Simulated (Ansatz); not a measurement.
# Y on Ni(111): change of the work function, part 3 of 4

How does Y on the fcc site change the work function of Ni(111) as the layer fills?

Ansatz 0.2.0; plane-wave DFT, PBE, Ansatz PAW.

So far, work function, upper face (eV): step 2 (the clean slab) 5.07; step 3 (37 atoms, coverage 0.111 ML, cell 3x3) 2.54.

## 4. The covered slab, k-mesh 6×6×1, coverage 0.25 ML

System of this step: YNi16 (Y/Ni(111)). The cell holds 17 atoms: 16 Ni and 1 Y. Cell: a = 4.978 Å, b = 4.978 Å, c = 26.960 Å, α = 90.0°, β = 90.0°, γ = 60.0°. Vacuum lies along c.

Another coverage, to see how the dipoles act on each other as their distance changes.

Contents of input.yaml:

```yaml
crystal:
  lattice:
    - [4.9780317395, 0.0, 0.0]
    - [2.4890158698, 4.3111019473, 0.0]
    - [0.0, 0.0, 26.9603759337]
  atoms:
    - { symbol: Ni, position: [0.0, 0.0, 0.3338232383], spin: 0.7 }
    - { symbol: Ni, position: [0.1666666667, 0.1666666667, 0.4092032312], spin: 0.72 }
    - { symbol: Ni, position: [0.3333333333, 0.3333333333, 0.4843325369], spin: 0.72 }
    - { symbol: Ni, position: [0.0, 0.0, 0.558707574], spin: 0.7 }
    - { symbol: Ni, position: [0.0, 0.5, 0.3338232383], spin: 0.7 }
    - { symbol: Ni, position: [0.1666666667, 0.6666666667, 0.4092032312], spin: 0.72 }
    - { symbol: Ni, position: [0.3333333333, 0.8333333333, 0.4843325369], spin: 0.72 }
    - { symbol: Ni, position: [0.0, 0.5, 0.558707574], spin: 0.7 }
    - { symbol: Ni, position: [0.5, 0.0, 0.3338232383], spin: 0.7 }
    - { symbol: Ni, position: [0.6666666667, 0.1666666667, 0.4092032312], spin: 0.72 }
    - { symbol: Ni, position: [0.8333333333, 0.3333333333, 0.4843325369], spin: 0.72 }
    - { symbol: Ni, position: [0.5, 0.0, 0.558707574], spin: 0.7 }
    - { symbol: Ni, position: [0.5, 0.5, 0.3338232383], spin: 0.7 }
    - { symbol: Ni, position: [0.6666666667, 0.6666666667, 0.4092032312], spin: 0.72 }
    - { symbol: Ni, position: [0.8333333333, 0.8333333333, 0.4843325369], spin: 0.72 }
    - { symbol: Ni, position: [0.5, 0.5, 0.558707574], spin: 0.7 }
    - { symbol: "Y", position: [0.1666666667, 0.1666666667, 0.6661767617] }
magnetization:
  spin_polarized: true
kpoints:
  mp_grid: { grid: [6, 6, 1] }
hamiltonian:
  xc: pbe
scf:
  occupations: { method: fermi_dirac, width: 0.1 }
  convergence: { dr2_threshold: 1.0e-08 }
efield:
  axis: 3
  dipole_correction: true
  ramp_position: 0.97
  ramp_width: 0.06
relax:
  f_tol: 0.02
  max_steps: 60
  constraints: [{ sites: [0, 1, 4, 5, 8, 9, 12, 13] }]
output:
  dos: { projected: true, e_range: [-8, 4] }
  write_potential: true
  write_density: true
  volumetric_format: npy
  elf: true
```

Run with:

```bash
$ ansatz run input.yaml --threads 4 --pin off --max-ram 16384MiB --backend cpu --events-out ev --progress --plain --runs-dir out
```

Numbers of over 12 decimals in the logs are rounded to 6 here.

Log:

```text
[...]
Crystal: 17 atoms, lattice volume = 578.591 Å³
Basis set: ecut = 420 eV, 11281 PW (Γ), exchange–correlation on 72×72×384 points (8 copies of the dense FFT grid, shifted against one another)
Bands: 187, of which v1, the nominal top of the filled ones, is band 150 counted from 1 (149 counted from 0)
Symmetry: 6 space group operations
k-points: 7 of 36 (time reversal used)
[...]
Starting moments: Σ|m| = 11.36 μB on 16 of 17 sites
[...]
SCF iter   1: F=—  HF=-97266.493976 eV  |F-HF|=—  |Δ(HF+E_count)|=         —  Δρ=2.04e-2 (↑1.30e-2 ↓2.04e-2)  dr2=8.17e1  dr2_m=5.48e-1  M=11.218 μB ∫|m|=11.910 μB  β_m=1.00  ethr=3.10e-3  p=0.000 e·Å  D=3.80e-6 V/Å  ΔV_dip=-0.00 eV  dr2_dipole=2.64e1  V_vac-E_F(+/−)=6.92/6.92 eV  ⟨swp⟩=8.6  Hψ=12321  notcnv=0  defer=172
[...]
SCF iter  26: F=-97278.992204 eV  HF=-97278.992204 eV  |F-HF|=3.71e-9  |Δ(HF+E_count)|=   2.37e-9  Δρ=3.71e-7 (↑1.69e-7 ↓3.71e-7)  dr2=2.85e-9  dr2_m=1.04e-10  M=9.735 μB ∫|m|=11.815 μB  ethr=2.22e-12  p=0.213 e·Å  D=6.67e-2 V/Å  ΔV_dip=-1.80 eV  dr2_dipole=5.73e-10  V_vac-E_F(+/−)=3.27/5.07 eV  ⟨swp⟩=14.1  Hψ=18818  notcnv=0
SCF 1 converged in 26 iterations: F = -97278.992204 eV  dr2 = 2.85e-9
[...]
relax step   1: F+E_penalty+E_count = -97278.99220370 eV  Δ(F+E_penalty+E_count) = +0.000e0 eV  max|allowed force component| = 2.358e0 eV/Å  Δτ_max = 0.0000 Å  (26 SCF iters, accepted)
[...]
SCF iter  16: F=-97279.518007 eV  HF=-97279.518007 eV  |F-HF|=1.46e-10  |Δ(HF+E_count)|=   3.24e-8  Δρ=8.95e-7 (↑4.26e-7 ↓8.95e-7)  dr2=8.44e-9  dr2_m=1.08e-9  M=9.502 μB ∫|m|=11.562 μB  ethr=3.34e-12  p=0.221 e·Å  D=6.91e-2 V/Å  ΔV_dip=-1.86 eV  dr2_dipole=1.76e-10  V_vac-E_F(+/−)=3.21/5.07 eV  ⟨swp⟩=14.0  Hψ=18073  notcnv=0
SCF 2 converged in 16 iterations: F = -97279.518007 eV  dr2 = 8.44e-9
[...]
relax step   2: F+E_penalty+E_count = -97279.51800661 eV  Δ(F+E_penalty+E_count) = -5.258e-1 eV  max|allowed force component| = 2.434e0 eV/Å  Δτ_max = 0.1949 Å  (16 SCF iters, accepted)
SCF iter   1: F=—  HF=-97280.095206 eV  |F-HF|=—  |Δ(HF+E_count)|=         —  Δρ=4.18e-3 (↑3.22e-3 ↓4.18e-3)  dr2=3.48e-1  dr2_m=4.94e-2  M=9.358 μB ∫|m|=11.329 μB  β_m=1.00  ethr=7.58e-4  p=0.221 e·Å  D=6.91e-2 V/Å  ΔV_dip=-1.86 eV  dr2_dipole=9.01e-3  V_vac-E_F(+/−)=3.22/5.09 eV  ⟨swp⟩=4.4  Hψ=5873  notcnv=0  defer=182
[...]
SCF iter  17: F=-97280.048789 eV  HF=-97280.048789 eV  |F-HF|=1.28e-9  |Δ(HF+E_count)|=   1.21e-8  Δρ=6.57e-7 (↑3.68e-7 ↓6.57e-7)  dr2=4.47e-9  dr2_m=4.20e-10  M=9.258 μB ∫|m|=11.154 μB  ethr=2.93e-12  p=0.238 e·Å  D=7.45e-2 V/Å  ΔV_dip=-2.01 eV  dr2_dipole=6.51e-11  V_vac-E_F(+/−)=3.06/5.07 eV  ⟨swp⟩=11.3  Hψ=18424  notcnv=0
SCF 3 converged in 17 iterations: F = -97280.048789 eV  dr2 = 4.47e-9
relax step   3: F+E_penalty+E_count = -97280.04878904 eV  Δ(F+E_penalty+E_count) = -5.308e-1 eV  max|allowed force component| = 2.170e0 eV/Å  Δτ_max = 0.1935 Å  (17 SCF iters, accepted)
[...]
relax step   4: F+E_penalty+E_count = -97280.44308786 eV  Δ(F+E_penalty+E_count) = -3.943e-1 eV  max|allowed force component| = 1.277e0 eV/Å  Δτ_max = 0.1966 Å  (16 SCF iters, accepted)
[...]
relax step   5: F+E_penalty+E_count = -97280.59541127 eV  Δ(F+E_penalty+E_count) = -1.523e-1 eV  max|allowed force component| = 2.575e-1 eV/Å  Δτ_max = 0.1949 Å  (15 SCF iters, accepted)
[...]
relax step   6: F+E_penalty+E_count = -97280.63516039 eV  Δ(F+E_penalty+E_count) = -3.975e-2 eV  max|allowed force component| = 1.140e-1 eV/Å  Δτ_max = 0.0832 Å  (15 SCF iters, accepted)
[...]
relax step   7: F+E_penalty+E_count = -97280.63792291 eV  Δ(F+E_penalty+E_count) = -2.763e-3 eV  max|allowed force component| = 6.585e-2 eV/Å  Δτ_max = 0.0724 Å  (15 SCF iters, accepted)
[...]
relax step   8: F+E_penalty+E_count = -97280.63894424 eV  Δ(F+E_penalty+E_count) = -1.021e-3 eV  max|allowed force component| = 5.178e-2 eV/Å  Δτ_max = 0.0332 Å  (14 SCF iters, accepted)
SCF iter   1: F=—  HF=-97280.639209 eV  |F-HF|=—  |Δ(HF+E_count)|=         —  Δρ=2.48e-4 (↑1.75e-4 ↓2.48e-4)  dr2=4.43e-4  dr2_m=9.52e-5  M=8.773 μB ∫|m|=10.360 μB  β_m=1.00  ethr=2.89e-6  p=0.300 e·Å  D=9.37e-2 V/Å  ΔV_dip=-2.53 eV  dr2_dipole=5.07e-7  V_vac-E_F(+/−)=2.55/5.07 eV  ⟨swp⟩=2.1  Hψ=4600  notcnv=0  defer=205
[...]
SCF iter  14: F=-97280.639221 eV  HF=-97280.639221 eV  |F-HF|=3.38e-9  |Δ(HF+E_count)|=  7.28e-11  Δρ=3.14e-7 (↑9.98e-8 ↓3.14e-7)  dr2=2.19e-9  dr2_m=7.69e-11  M=8.768 μB ∫|m|=10.353 μB  ethr=1.00e-12  p=0.301 e·Å  D=9.41e-2 V/Å  ΔV_dip=-2.54 eV  dr2_dipole=4.66e-10  V_vac-E_F(+/−)=2.54/5.07 eV  ⟨swp⟩=9.3  Hψ=14812  notcnv=0
SCF 9 converged in 14 iterations: F = -97280.639221 eV  dr2 = 2.19e-9
relax step   9: F+E_penalty+E_count = -97280.63922082 eV  Δ(F+E_penalty+E_count) = -2.766e-4 eV  max|allowed force component| = 2.948e-3 eV/Å  Δτ_max = 0.0076 Å  (14 SCF iters, accepted)
[...]
SCF converged after 14 iterations
Magnetization: 8.7679 μB (153.8840 up, 145.1160 down)
Absolute magnetization: 10.3633 μB (∫|ρ↑−ρ↓|, with the PAW one-centre terms)
[...]
Per-site moments (μB) at R_I (Å): [(0.712053, 1.026719), (0.718993, 1.026719), (0.633778, 1.017663), (0.273058, 1.002710), (0.712053, 1.026719), (0.717203, 1.006288), (0.633778, 1.017663), (0.273058, 1.002710), (0.712053, 1.026719), (0.717203, 1.006288), (0.633778, 1.017663), (0.273058, 1.002710), (0.708670, 1.026719), (0.717203, 1.006288), (0.611870, 1.006288), (0.409584, 1.030858), (-0.044959, 1.040670)]
Free energy (F): -97280.639221 eV
[...]
Internal energy: -97279.704393 eV  (E = F + TS)
E sigma→0 (E₀):  -97280.171807 eV
Entropy (-TS):   -0.934828 eV (-54.990 meV/atom)
Fermi energy:    3.666821 eV
Dipole field:    D = 0.094087 V/Å  (p = 0.300841 e·Å, saw-weighted, corrected)
Work function:   Φ+ = 2.5351 eV   Φ− = 5.0717 eV
[...]
--- Forces (eV/Å), atoms counted from 1 ---
  atom   1  Ni     0.00541884     0.00312857     0.15003748
  atom   2  Ni     0.00000000    -0.00000000    -0.01097923
  atom   3  Ni     0.00060500     0.00034929    -0.00140852
  atom   4  Ni    -0.00200817    -0.00115942     0.00002941
  atom   5  Ni    -0.00000000    -0.00625714     0.15003748
  atom   6  Ni     0.06985726    -0.04033211    -0.20730822
  atom   7  Ni    -0.00000000    -0.00069859    -0.00140852
  atom   8  Ni     0.00000000     0.00231883     0.00002941
  atom   9  Ni    -0.00541884     0.00312857     0.15003748
  atom  10  Ni     0.00000000     0.08066422    -0.20730822
  atom  11  Ni    -0.00060500     0.00034929    -0.00140852
  atom  12  Ni     0.00200817    -0.00115942     0.00002941
  atom  13  Ni     0.00000000    -0.00000000     0.18160393
  atom  14  Ni    -0.06985726    -0.04033211    -0.20730822
  atom  15  Ni    -0.00000000     0.00000000     0.00126400
  atom  16  Ni     0.00000000    -0.00000000     0.00110193
  atom  17  Y      0.00000000    -0.00000000     0.00294758
  max |Σ_I F_I| component: 1.14e-5 eV/Å
--- Band table (eV; the first three rows and the last of 14) ---
  k-point 0 ↑: bands = [... 146 lower, 3.2571, 3.2571, 3.2590, 3.4226, 3.4300, 3.4300, 3.4355, 3.8191, ... 33 higher]
  k-point 1 ↑: bands = [... 146 lower, 3.1304, 3.1504, 3.1557, 3.2035, 3.2553, 3.2728, 3.3392, 3.8845, ... 33 higher]
  k-point 2 ↑: bands = [... 146 lower, 3.0055, 3.0419, 3.0798, 3.1135, 3.1400, 3.1482, 3.1938, 3.6507, ... 33 higher]
  k-point 6 ↓: bands = [... 146 lower, 3.6481, 3.6668, 3.6906, 3.6915, 3.7119, 3.7309, 3.7581, 3.7663, ... 33 higher]
--- Relaxed structure (9 steps of the walk, 9 accepted, 0 SCFs on fresh bases) ---
  F+E_penalty+E_count = -97280.63922082 eV   max|allowed force component| = 2.948e-3 eV/Å
  atoms:
[...]
- { symbol: Ni, position: [0.166667, 0.166667, 0.409203] }
    - { symbol: Ni, position: [0.334803, 0.334803, 0.485032] }
    - { symbol: Ni, position: [-0.00389745, -0.00389745, 0.558885] }
    - { symbol: Ni, position: [0.0, 0.500000, 0.333823] }
    - { symbol: Ni, position: [0.166667, 0.666667, 0.409203] }
    - { symbol: Ni, position: [0.334803, 0.830393, 0.485032] }
    - { symbol: Ni, position: [-0.00389745, 0.507795, 0.558885] }
    - { symbol: Ni, position: [0.500000, -1.7959490104087922e-17, 0.333823] }
    - { symbol: Ni, position: [0.666667, 0.166667, 0.409203] }
    - { symbol: Ni, position: [0.830393, 0.334803, 0.485032] }
    - { symbol: Ni, position: [0.507795, -0.00389745, 0.558885] }
    - { symbol: Ni, position: [0.5, 0.500000, 0.333823] }
    - { symbol: Ni, position: [0.666667, 0.666667, 0.409203] }
    - { symbol: Ni, position: [0.833333, 0.833333, 0.482322] }
    - { symbol: Ni, position: [0.5, 0.500000, 0.567089] }
    - { symbol: Y, position: [0.166667, 0.166667, 0.634917] }
```

Elapsed: 15 min, on 4 threads of Arm Neoverse V1, shared host; peak memory 3.2 GiB; 57 min of CPU time.

Step by step:

| step | energy less that of the first step (eV) | largest force component (eV/Å) |
| --- | --- | --- |
| 1 | 0.0000 | 2.3583 |
| 2 | -0.5258 | 2.4342 |
| 3 | -1.0566 | 2.1703 |
| 4 | -1.4509 | 1.2773 |
| 5 | -1.6032 | 0.2575 |
| 6 | -1.6430 | 0.1140 |
| 7 | -1.6457 | 0.0659 |
| 8 | -1.6467 | 0.0518 |
| 9 | -1.6470 | 0.0029 |

Forces are held to the 6 operations that the run works with; a distortion that breaks them can't arise in this run.

The atoms that moved most (Å):

| atom | dx | dy | dz | length |
| --- | --- | --- | --- | --- |
| Y17 | 0.000 | 0.000 | -0.843 | 0.843 |
| Ni16 | 0.000 | 0.000 | 0.226 | 0.226 |
| Ni15 | 0.000 | 0.000 | -0.054 | 0.054 |
| Ni4 | -0.029 | -0.017 | 0.005 | 0.034 |
| Ni12 | 0.029 | -0.017 | 0.005 | 0.034 |
| Ni8 | 0.000 | 0.034 | 0.005 | 0.034 |
| Ni7 | 0.000 | -0.013 | 0.019 | 0.023 |
| Ni11 | -0.011 | 0.006 | 0.019 | 0.023 |

The relaxed structure:

```cif
data_structure
_symmetry_space_group_name_H-M 'P 1'
_symmetry_Int_Tables_number 1
_cell_length_a 4.9780
_cell_length_b 4.9780
_cell_length_c 26.9604
_cell_angle_alpha 90.000
_cell_angle_beta 90.000
_cell_angle_gamma 60.000
_cell_volume 578.59
loop_
_atom_site_label
_atom_site_type_symbol
_atom_site_fract_x
_atom_site_fract_y
_atom_site_fract_z
_atom_site_occupancy
Ni1 Ni 0.00000 0.00000 0.33382 1
Ni2 Ni 0.16667 0.16667 0.40920 1
Ni3 Ni 0.33480 0.33480 0.48503 1
Ni4 Ni 0.99610 0.99610 0.55888 1
Ni5 Ni 0.00000 0.50000 0.33382 1
Ni6 Ni 0.16667 0.66667 0.40920 1
Ni7 Ni 0.33480 0.83039 0.48503 1
Ni8 Ni 0.99610 0.50779 0.55888 1
Ni9 Ni 0.50000 0.00000 0.33382 1
Ni10 Ni 0.66667 0.16667 0.40920 1
Ni11 Ni 0.83039 0.33480 0.48503 1
Ni12 Ni 0.50779 0.99610 0.55888 1
Ni13 Ni 0.50000 0.50000 0.33382 1
Ni14 Ni 0.66667 0.66667 0.40920 1
Ni15 Ni 0.83333 0.83333 0.48232 1
Ni16 Ni 0.50000 0.50000 0.56709 1
Y17 Y 0.16667 0.16667 0.63492 1
```

This step gave:

| Item | Value |
| --- | --- |
| energy at zero smearing | -97280.1718 eV |
| total moment | 8.768 μB |
| work function, upper face | 2.535 eV |
| work function, lower face | 5.072 eV |
| dipole along the normal | 0.3008 e·Å |

Running mean over 2.032 Å of the planar mean; the ramp of the sawtooth is left out. Table of electron's electrostatic potential energy less the Fermi level by z:

| z (Å) | electron's electrostatic potential energy less the Fermi level (eV) |
| --- | --- |
| 4 | 5.07 |
| 5 | 5.07 |
| 6 | 5.02 |
| 7 | 4.39 |
| 8 | -3.20 |
| 9 | -10.1 |
| 10 | -10.3 |
| 11 | -10.4 |
| 12 | -10.4 |
| 13 | -10.3 |
| 14 | -9.96 |
| 15 | -10.2 |
| 16 | -7.67 |
| 17 | -3.29 |
| 18 | -1.69 |
| 19 | 1.50 |
| 20 | 2.32 |
| 21 | 2.50 |
| 22 | 2.53 |
| 23 | 2.53 |

The density of states has structure finer than the step of the table below, so its rows give means over 0.25 eV, whole bins alone (the curve runs from -8 to 1.98 eV). Peaks (eV: height): total -2.080: 64.2, -1.830: 64.9, -1.620: 62.7, -1.380: 62.5, -0.900: 72.5, -0.720: 71.1, -0.570: 73.4; up -2.290: 40.4, -2.140: 38.4, -2.080: 44.0, -1.830: 42.0, -1.620: 36.8, -1.500: 41.1, -0.660: 41.7; down -1.710: 32.2, -1.530: 35.4, -1.380: 39.5, -0.900: 37.8, -0.720: 39.9, -0.570: 38.6, 0.120: 35.9.

Density of states against energy, zero at the Fermi level; means over each step; values in states/eV a cell:

| energy (eV) | total | up | down |
| --- | --- | --- | --- |
| -7.75 | 0.894 | 0.451 | 0.443 |
| -7.50 | 0.911 | 0.456 | 0.455 |
| -7.25 | 1.43 | 0.684 | 0.745 |
| -7.00 | 2.46 | 1.23 | 1.24 |
| -6.75 | 1.80 | 0.922 | 0.881 |
| -6.50 | 1.96 | 0.987 | 0.972 |
| -6.25 | 1.77 | 0.910 | 0.861 |
| -6.00 | 3.36 | 1.76 | 1.59 |
| -5.75 | 2.25 | 1.20 | 1.05 |
| -5.50 | 3.31 | 1.71 | 1.60 |
| -5.25 | 2.36 | 1.12 | 1.24 |
| -5.00 | 6.40 | 4.02 | 2.38 |
| -4.75 | 6.54 | 3.36 | 3.18 |
| -4.50 | 10.5 | 7.85 | 2.67 |
| -4.25 | 12.1 | 6.58 | 5.51 |
| -4.00 | 19.8 | 12.7 | 7.10 |
| -3.75 | 21.4 | 13.3 | 8.15 |
| -3.50 | 19.6 | 10.6 | 9.00 |
| -3.25 | 27.4 | 15.0 | 12.4 |
| -3.00 | 24.8 | 12.1 | 12.7 |
| -2.75 | 28.1 | 15.4 | 12.7 |
| -2.50 | 38.2 | 21.9 | 16.3 |
| -2.25 | 42.5 | 29.0 | 13.5 |
| -2.00 | 47.9 | 26.7 | 21.2 |
| -1.75 | 43.3 | 18.0 | 25.2 |
| -1.50 | 43.1 | 21.2 | 21.9 |
| -1.25 | 41.1 | 23.8 | 17.2 |
| -1.00 | 47.4 | 27.6 | 19.9 |
| -0.75 | 50.5 | 29.0 | 21.6 |
| -0.50 | 46.3 | 21.0 | 25.3 |
| -0.25 | 23.9 | 4.16 | 19.7 |
| 0.00 | 31.1 | 4.69 | 26.4 |
| 0.25 | 23.5 | 5.49 | 18.1 |
| 0.50 | 9.61 | 3.18 | 6.43 |
| 0.75 | 8.16 | 2.68 | 5.49 |
| 1.00 | 8.25 | 4.91 | 3.34 |
| 1.25 | 10.7 | 6.01 | 4.66 |
| 1.50 | 8.88 | 3.69 | 5.19 |
| 1.75 | 10.3 | 3.79 | 6.50 |

Projected DOS per atom over height of the atomic layer and energy from the Fermi level. Layers: Ni4 Ni4 Ni4 Ni4 Y from below.

Ten even steps from '_' (0.01 states/eV) to '@' (3.44 states/eV), each cell a mean:
```
________%%
______..@@
________++
::::::..==
++++====::
##**%%%%..
@@####%%::
@@**####::
%%****@@--
####**%%--
==++++++..
--======__
::====::__
..----..__
__....____
__....____
__________
__________
__________
__________
__________
__________
```
Columns: height of the atomic layer (Å) from 9 to 17.1; rows upwards: energy from the Fermi level (eV) from -7.96 to 1.95.

[end of part 3 of 4]

[Logs are printed without paths, hosts, clocks, repeated set-up lines and the standing remarks that a program may print on its own settings, such as how far it seeks lower states.]

[Hosts, paths, dates, database ids (printed as entryN), source tags and the programs' standing remarks are cut or masked in the printed files.]

[Maps of the electrostatic potential energy from Ansatz leave out the sawtooth potential of an applied field or a dipole correction, so their vacuum need not be flat; planar profiles and work functions include it.]

[The density of states shown here was stored with 400 of the rows of the run's finer table, so its peaks can read low, often by over a quarter, or be missed, and its means over a window can be off by a tenth or more.]
